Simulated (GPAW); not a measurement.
# Core-hole calculation of the O K edge in TaO2 (P4_2/mnm), part 2 of 3

What does one-electron theory with a core hole give for the O K edge of TaO2 (P4_2/mnm)?

GPAW 26.7.0; X-ray absorption from dipole matrix elements to empty bands, plane-wave PAW LDA.

So far. Step 2 (Ground state of the crystal): The mesh shows no gap, so the system is treated as a metal and the core electron is put at the Fermi level (neutral cell). Step 3 (Spectrum without a core hole, O atom 3): Main maxima below 24 eV (height): 2.0 eV (1.56), 5.7 eV (1.54), 7.8 eV (1.76), 11.3 eV (1.54) and 20.4 eV (0.67). A K edge sees empty p states; the first features are O p mixed into the empty d states of the Ta neighbours, and the broad ones above probably into the cations' higher empty bands.

## 5. Spectrum with XCH, O atom 3

The holes are 5.8 Å apart. In GPAW the data set carries the hole's charge, so charge=0 means a charged cell and charge=-1 a neutral one. The excited electron is kept in the cell, where it fills the lowest empty states and screens the hole. After the field has converged, empty bands are computed with the density fixed and the dipole matrix elements are summed.

xas.py

```python
import numpy as np
from ase import Atoms
from ase.parallel import parprint, paropen
from gpaw import GPAW, PW, FermiDirac, Mixer, MixerDif, setup_paths
from gpaw.test import gen
setup_paths.insert(0, '.')
gen('O', name='fch1s', xcname='LDA', corehole=(1, 0, 1), write_xml=True)
from gpaw.mpi import world
world.barrier()

atoms = Atoms('Ta4O8',
    cell=[[0, 0, 5.752202],
     [5.007146, 0, 2.876101],
     [0, 5.007146, 2.876101]],
    scaled_positions=[[0.5, 0.5, 0.5],
     [0, 0.5, 0.5],
     [0.25, 0, 0],
     [0.75, 0, 0],
     [0.214724, 0.785276, 0.785276],
     [0.714724, 0.785276, 0.785276],
     [0.785276, 0.214724, 0.214724],
     [0.285276, 0.214724, 0.214724],
     [0.75, 0.285276, 0.714724],
     [0.25, 0.285276, 0.714724],
     [0.75, 0.714724, 0.285276],
     [0.25, 0.714724, 0.285276]],
    pbc=True)
atoms.calc = calc = GPAW(legacy_gpaw=True, mode=PW(500, force_complex_dtype=True), xc='LDA', setups={4: 'fch1s'},
    kpts={'size': (5, 5, 5), 'gamma': True}, occupations=FermiDirac(0.1),
    charge=-1, mixer=Mixer(0.1, 5, 50), maxiter=150,
    convergence={'density': 0.0001, 'eigenstates': 1e-6}, txt='scf.txt')
energy = atoms.get_potential_energy() + calc.get_reference_energy()
ef = calc.get_fermi_level()
out = dict(energy=energy, fermi=ef, forces=atoms.get_forces().tolist())
parprint(f'all-electron energy {energy:.4f} eV, Fermi level {ef:.4f} eV')
ev = np.array([[calc.get_eigenvalues(k, s) for k in range(len(calc.get_ibz_k_points()))] for s in range(calc.get_number_of_spins())])
out['homo'], out['lumo'], out['counts'] = ev[ev < ef].max(), ev[ev > ef].min(), sorted(set((ev < ef).sum((0, 2)).tolist()))
out['filled'] = (ev[:, 0] < ef).sum(1).tolist()

from ase.units import Ha
from gpaw.xas import dipole_matrix_elements
nb = int(calc.get_number_of_electrons() / 2) + 109
top, nb = nb, nb + 8 + nb // 12
nscf = calc.fixed_density(kpts={'size': (6, 6, 6), 'gamma': True}, nbands=nb,
    convergence={'bands': top, 'eigenstates': 5e-3}, maxiter=60, txt='nscf.txt')
cell = atoms.cell.array
ops = [cell.T @ U.T @ np.linalg.inv(cell.T) for U in nscf.wfs.kd.symmetry.op_scc]
E = np.arange(-6, 34, 0.1)
fwhm = np.interp(E, [4, 25], [0.9, 3.5])
Y, X, zero, highest = 0, 0, 1e9, 1e9
for spin in range(nscf.get_number_of_spins()):
    wfs = nscf.wfs
    mine = wfs.bd.get_slice()  # this rank's bands
    A = dipole_matrix_elements(wfs.setups[4])
    eps = np.zeros((wfs.kd.nibzkpts, nb))
    d = np.zeros((3, A.shape[1], wfs.kd.nibzkpts, nb), complex)
    for kpt in wfs.kpt_u:
        if kpt.s == spin and 4 in kpt.P_ani:
            eps[kpt.k, mine] = kpt.eps_n * Ha
            d[:, :, kpt.k, mine] = (kpt.weight * wfs.nspins / 2) ** 0.5 * np.inner(A, kpt.P_ani[4])
    world.sum(eps)
    world.sum(d)
    T = np.einsum('amkn,bmkn->abkn', d, d.conj()).real
    T = sum(np.einsum('ai,ijkn,bj->abkn', R, T, R) for R in ops) / len(ops)
    empty = eps > ef
    zero, highest = min(zero, eps[empty].min()), min(highest, eps[:, top - 1].min())
    lines = [(eps, T, empty)] if spin == 0 else lines + [(eps, T, empty)]
for eps, T, empty in lines:
    f = np.einsum('aakn->akn', T).reshape(3, -1)
    x = eps.ravel() - zero
    w = np.interp(x, E, fwhm) / 2.35482
    g = np.exp(-0.5 * ((E[:, None] - x) / w) ** 2) / (w * (2 * np.pi) ** 0.5)
    Y = Y + (f * empty.ravel()) @ g.T
    X = X + (f * ~empty.ravel()) @ g.T
out.update(E=E.round(2).tolist(), xas=Y.tolist(), xes=X.tolist(), zero=zero, valid=highest - zero, nk=len(eps), nb=nb)
for i in range(0, len(E), 10):
    parprint(f'{E[i]:7.2f}', *(f'{v:10.3e}' for v in Y[:, i]))
import json
with paropen('out.json', 'w') as f:
    json.dump(out, f)
```

Launch:

```sh
> OMP_NUM_THREADS=1 mpirun -n 4 gpaw python xas.py
```

Numbers of over 12 decimals in the logs are rounded to 6 here.

The log of the run:

```text
Input parameters:
  charge: -1
  convergence: {density: 0.0001,
                eigenstates: 1e-06}
  kpts: {gamma: True,
         size: (5, 5, 5)}
  maxiter: 150
  mixer: {backend: pulay,
          beta: 0.1,
          method: separate,
          nmaxold: 5,
          weight: 50}
  mode: {ecut: 500.0,
         force_complex_dtype: True,
         name: pw}
  occupations: {fixmagmom: False,
                name: fermi-dirac,
                width: 0.1}
  setups: {4: fch1s}

Initialize ...

[... PAW data sets ...]

Reference energy: -1711361.876148  # eV

Spin-paired calculation

[... convergence settings ...]
Symmetries present (total): 4
  [... symmetry matrices ...]

125 k-points: 5 x 5 x 5 Monkhorst-Pack grid
27 k-points in the irreducible part of the Brillouin zone
       k-points in crystal coordinates                weights
   0:     0.00000000    0.00000000    0.00000000          1/125
   1:     0.00000000    0.20000000   -0.20000000          2/125
   2:     0.00000000    0.20000000    0.00000000          4/125
   3:     0.00000000    0.20000000    0.20000000          2/125
   4:     0.00000000    0.40000000   -0.40000000          2/125
   5:     0.00000000    0.40000000   -0.20000000          4/125
   6:     0.00000000    0.40000000    0.00000000          4/125
   7:     0.00000000    0.40000000    0.20000000          4/125
   8:     0.00000000    0.40000000    0.40000000          2/125
   9:     0.20000000   -0.40000000   -0.40000000          2/125
          ...
  26:     0.40000000    0.40000000    0.40000000          4/125

Wave functions: Plane wave expansion
  Cutoff energy: 500.000 eV
  Number of coefficients (min, max): 3630, 3679
  Pulay-stress correction: 0.000000 eV/Ang^3 (de/decut=0.000000)
  Using FFTW library
  Wavefunction extrapolation:
    Improved wavefunction reuse through dual PAW basis

Occupation numbers: Fermi-Dirac:
  width: 0.1000  # eV

Eigensolver
   Davidson(niter=2)

Densities:
  Coarse grid: 30*30*30 grid
  Fine grid: 60*60*60 grid
  Total Charge: 0.000000

Density mixing:
  Method: separate
  Backend: pulay
  Linear mixing parameter: 0.1
  old densities: 5
  Width of damping distribution: 1.1
  Damping of long wavelength oscillations: 50

[... Hamiltonian set-up ...]
Number of atoms: 12
Number of atomic orbitals: 84
Number of bands in calculation: 65
Number of valence electrons: 101
Bands to converge: occupied

... initialized

Initializing position-dependent things.

Density initialized from atomic densities
Creating initial wave functions:
  65 bands from LCAO basis set

                   O

             O
                 O O
               Ta
          O  O

                 O
       Ta      Ta
          O

       Ta

Atomic positions and initial magnetic moments

Positions:
   0 Ta     2.503573    2.503573    5.752202    ( 0.0000,  0.0000,  0.0000)
   1 Ta     2.503573    2.503573    2.876101    ( 0.0000,  0.0000,  0.0000)
   2 Ta     0.000000    0.000000    1.438050    ( 0.0000,  0.0000,  0.0000)
   3 Ta     0.000000    0.000000    4.314151    ( 0.0000,  0.0000,  0.0000)
   4 O      3.931992    3.931992    5.752202    ( 0.0000,  0.0000,  0.0000)
   5 O      3.931992    3.931992    8.628303    ( 0.0000,  0.0000,  0.0000)
   6 O      1.075154    1.075154    5.752202    ( 0.0000,  0.0000,  0.0000)
   7 O      1.075154    1.075154    2.876101    ( 0.0000,  0.0000,  0.0000)
   8 O      1.428419    3.578727    7.190252    ( 0.0000,  0.0000,  0.0000)
   9 O      1.428419    3.578727    4.314151    ( 0.0000,  0.0000,  0.0000)
  10 O      3.578727    1.428419    7.190252    ( 0.0000,  0.0000,  0.0000)
  11 O      3.578727    1.428419    4.314151    ( 0.0000,  0.0000,  0.0000)

Unit cell:
           periodic     x           y           z      points  spacing
  1. axis:    yes    0.000000    0.000000    5.752202    30     0.1488
  2. axis:    yes    5.007146    0.000000    2.876101    30     0.1669
  3. axis:    yes    0.000000    5.007146    2.876101    30     0.1669

  Lengths:   5.752202   5.774380   5.774380
  Angles:   75.635880  60.126972  60.126972

Effective grid spacing dv^(1/3) = 0.1748

iter:   1  -149.070408
iter:   2  -142.682179   -0.84  -1.00
iter:   3  -136.059211   -0.24  -1.11
iter:   4  -135.986219   -1.35  -1.40
iter:   5  -135.809214   -1.88  -1.48
iter:   6  -135.716182   -1.76  -1.64
iter:   7  -135.696099   -2.06  -2.13
iter:   8  -135.660665   -3.10  -2.24
iter:   9  -135.653213c  -2.82  -2.51
iter:  10  -135.653873c  -3.54  -2.83
iter:  11  -135.650532c  -3.63  -2.92
iter:  12  -135.650521c  -5.09  -3.38
iter:  13  -135.650527c  -5.64  -3.55
iter:  14  -135.650476c  -5.83  -3.68
iter:  15  -135.650465c  -6.46c -3.95
iter:  16  -135.650457c  -7.10c -4.26c

Converged after 16 iterations.

Dipole moment: (0.303266, 0.303266, -0.059725) |e|*Ang

Energy contributions relative to reference atoms: (reference = -1711361.876148)

Kinetic:        +80.816349
Potential:     -100.687198
External:        +0.000000
XC:            -115.063264
Entropy (-ST):   -0.203382
Local:           -0.614653
SIC:             +0.000000
--------------------------
Free energy:   -135.752149
Extrapolated:  -135.650457

Showing only first 2 kpts
 Kpt  Band  Eigenvalues  Occupancy
  0    48      7.11294    2.00000
  0    49      7.53944    2.00000
  0    50      9.20665    0.17319
  0    51      9.40188    0.02656

  1    48      7.23803    2.00000
  1    49      8.08251    1.99972
  1    50      8.63170    1.93501
[...]
Fermi level: 8.97105

No gap
No difference between direct/indirect transitions

Forces in eV/Ang:
  0 Ta   -2.73317   -2.73317    0.00000
  1 Ta    0.09444    0.09444    0.00000
  2 Ta    1.48025    1.48025    1.50446
  3 Ta    1.48025    1.48025   -1.50446
  4 O    -0.34838   -0.34838    0.00000
  5 O     0.10336    0.10336    0.00000
  6 O     0.35506    0.35506    0.00000
  7 O    -0.47794   -0.47794    0.00000
  8 O     0.14219   -0.11591   -0.02441
  9 O     0.14219   -0.11591    0.02441
 10 O    -0.11591    0.14219   -0.02441
 11 O    -0.11591    0.14219    0.02441
Scalar-relativistic atomic LDA calculation for O (Oxygen, Z=8)
Core hole in 1s state (1s occupation: 1.0)
300 radial gridpoints.
|------------------------------------------------|
|------------------------------------------------|
[... the atom generator's iteration count ...]

Energy contributions:
-------------------------
Kinetic:      +54.046737
XC:            -5.876031
Potential:   -102.458324
-------------------------
Total:        -54.287618

state      eigenvalue         ekin         rmax
-----------------------------------------------
1s^1.0 :   -21.731873    30.611423        0.127
2s^2.0 :    -1.594915     4.066245        0.801
2p^4.0 :    -1.067100     3.825706        0.682
-----------------------------------------------
(units: Bohr and Hartree)

Generating PAW setup
Kinetic energy of the core from tauc = 30.636371
Cutoffs:
rc(s)=1.300
rc(p)=1.130
rc(d)=1.170
rc(vbar)=1.300
rc(comp)=1.260
rc(nct)=1.300

Kinetic energy of the core states: 30.611423
Charge: 1.0
Core electrons: 1.0
Valence electrons: 6.0
Pseudo-core charge: 0.000198
Shape function alpha=6.299
Pseudo-electron charge 5.280306
state    eigenvalue         norm
--------------------------------
2s(2) :    -1.594915     1.065643
*s    :    -0.594915
2p(4) :    -1.067100     0.787205
*p    :    -0.067100
*d    :     0.000000
--------------------------------

Diagonalizing with gridspacing h=0.050

state   all-electron     PAW
-------------------------------
2s:      -1.594915    -1.596334
2p:      -1.067100    -1.073375
*d:                   -0.060686
*f:                   -0.013559
-------------------------------
all-electron energy -1711497.5266 eV, Fermi level 8.9711 eV
[...]
31.00  8.738e-05  8.738e-05  8.677e-05
  32.00  9.588e-05  9.588e-05  9.021e-05
  33.00  9.027e-05  9.027e-05  8.878e-05
```

Elapsed: 2 min, on 4 MPI ranks of Intel Xeon Platinum 8488C (Sapphire Rapids), shared host; peak memory 0.52 GiB.

The O K spectrum, O atom 3, excited-electron core hole (neutral cell) (energy from the lowest empty level; intensity scaled to a mean of 1 over the first 20 eV; polarised curves are means over the symmetry-equivalent atoms):

```tsv
E (eV)	isotropic	ε ⊥ c	ε ∥ c
-2.0	0.00	0.00	0.00
-1.0	0.00	0.00	0.00
0.0	0.54	0.60	0.43
1.0	1.19	1.40	0.77
2.0	0.99	0.99	1.00
3.0	0.59	0.43	0.91
4.0	1.12	0.58	2.21
5.0	2.21	1.72	3.19
6.0	1.94	2.23	1.37
7.0	1.90	2.41	0.88
8.0	1.42	1.64	0.98
9.0	1.04	1.20	0.73
10.0	1.16	1.26	0.96
11.0	1.25	1.06	1.62
12.0	0.91	0.64	1.45
13.0	0.65	0.52	0.90
14.0	0.47	0.46	0.50
15.0	0.36	0.37	0.35
16.0	0.33	0.34	0.31
17.0	0.40	0.42	0.35
18.0	0.56	0.58	0.51
19.0	0.73	0.72	0.73
20.0	0.77	0.76	0.78
21.0	0.68	0.70	0.64
22.0	0.57	0.63	0.45
23.0	0.50	0.59	0.33
24.0	0.49	0.57	0.34
25.0	0.54	0.58	0.46
26.0	0.66	0.66	0.67
27.0	0.83	0.79	0.91
28.0	0.99	0.94	1.11
29.0	1.11	1.05	1.23
30.0	1.23	1.19	1.30
31.0	1.38	1.38	1.37
32.0	1.49	1.52	1.43
```

Main maxima below 24 eV (height): 1.4 eV (1.36), 5.1 eV (2.22), 10.7 eV (1.28) and 19.7 eV (0.77). 

The total-energy difference is 535.16 eV. One term is added: -8.83 eV, since the hole is spin-paired here and a spin-polarised one costs that much less in the free atom (computed apart). The photon energy is then 526.33 eV. The functional leaves an error in such absolute values: in the free atom LDA prices this hole 4.1 eV below PBE (computed apart), and PBE is itself good to a few eV.

## 6. Cell without a hole, the energy reference

The cell and mesh change for the next run, so it gets a reference energy of its own.

scf.py

```python
import numpy as np
from ase import Atoms
from ase.parallel import parprint, paropen
from gpaw import GPAW, PW, FermiDirac, Mixer, MixerDif, setup_paths
from gpaw.test import gen
setup_paths.insert(0, '.')
gen('O', name='nch1s', xcname='LDA', corehole=(1, 0, 0), write_xml=True)
from gpaw.mpi import world
world.barrier()

atoms = Atoms('Ta2O4',
    cell=[[0, 0, 2.876101],
     [5.007146, 0, 0],
     [0, 5.007146, 0]],
    scaled_positions=[[0, 0.5, 0.5],
     [0.5, 0, 0],
     [0, 0.785276, 0.785276],
     [0, 0.214724, 0.214724],
     [0.5, 0.285276, 0.714724],
     [0.5, 0.714724, 0.285276]],
    pbc=True)
atoms.calc = calc = GPAW(legacy_gpaw=True, mode=PW(500, force_complex_dtype=True), xc='LDA', setups={2: 'nch1s'},
    kpts={'size': (8, 5, 5), 'gamma': True}, occupations=FermiDirac(0.1),
    charge=0, mixer=Mixer(0.1, 5, 50), maxiter=150,
    convergence={'density': 0.0001, 'eigenstates': 1e-6}, txt='scf.txt')
energy = atoms.get_potential_energy() + calc.get_reference_energy()
ef = calc.get_fermi_level()
out = dict(energy=energy, fermi=ef, forces=atoms.get_forces().tolist())
parprint(f'all-electron energy {energy:.4f} eV, Fermi level {ef:.4f} eV')
ev = np.array([[calc.get_eigenvalues(k, s) for k in range(len(calc.get_ibz_k_points()))] for s in range(calc.get_number_of_spins())])
out['homo'], out['lumo'], out['counts'] = ev[ev < ef].max(), ev[ev > ef].min(), sorted(set((ev < ef).sum((0, 2)).tolist()))
out['filled'] = (ev[:, 0] < ef).sum(1).tolist()
import json
with paropen('out.json', 'w') as f:
    json.dump(out, f)
```

Launch:

```sh
> OMP_NUM_THREADS=1 mpirun -n 4 gpaw python scf.py
```

The log of the run:

```text
Input parameters:
  convergence: {density: 0.0001,
                eigenstates: 1e-06}
  kpts: {gamma: True,
         size: (8, 5, 5)}
  maxiter: 150
  mixer: {backend: pulay,
          beta: 0.1,
          method: separate,
          nmaxold: 5,
          weight: 50}
  mode: {ecut: 500.0,
         force_complex_dtype: True,
         name: pw}
  occupations: {fixmagmom: False,
                name: fermi-dirac,
[...]
2s(2) :    -0.872866     1.079797
*s    :     0.127134
2p(4) :    -0.337925     0.876472
*p    :     0.662075
*d    :     0.000000
--------------------------------

Diagonalizing with gridspacing h=0.050

state   all-electron     PAW
-------------------------------
2s:      -0.872866    -0.873954
2p:      -0.337925    -0.341740
*d:                    0.050276
*f:                    0.077289
-------------------------------
all-electron energy -856016.3956 eV, Fermi level 8.7271 eV
[key lines of the parts left out:]
Converged after 13 iterations.
Dipole moment: (0.000000, 0.000000, -0.000000) |e|*Ang
Free energy:    -60.154584
Fermi level: 8.72707
```

Elapsed: 13 s, on 4 MPI ranks; peak memory 0.21 GiB; 51 s of CPU time.

(Part 2 of 3 ends here.)

[Banner, clock and machine lines of the logs are left out without a mark of their own.]

[Logs are printed without paths, hosts, clocks, repeated set-up lines and the standing remarks that a program may print on its own settings, such as how far it seeks lower states.]

[Hosts, paths, dates, database ids (printed as entryN), source tags and the programs' standing remarks are cut or masked in the printed files.]

[Lists of maxima count a maximum above −3 eV only where it reaches 4 % of the highest in the window and stands out from its surroundings by 2 % of it (1.5 % where it reaches 55 %); shoulders and weaker maxima are passed over, and of the rest the first, up to two pre-edge ones and the few strongest are named.]
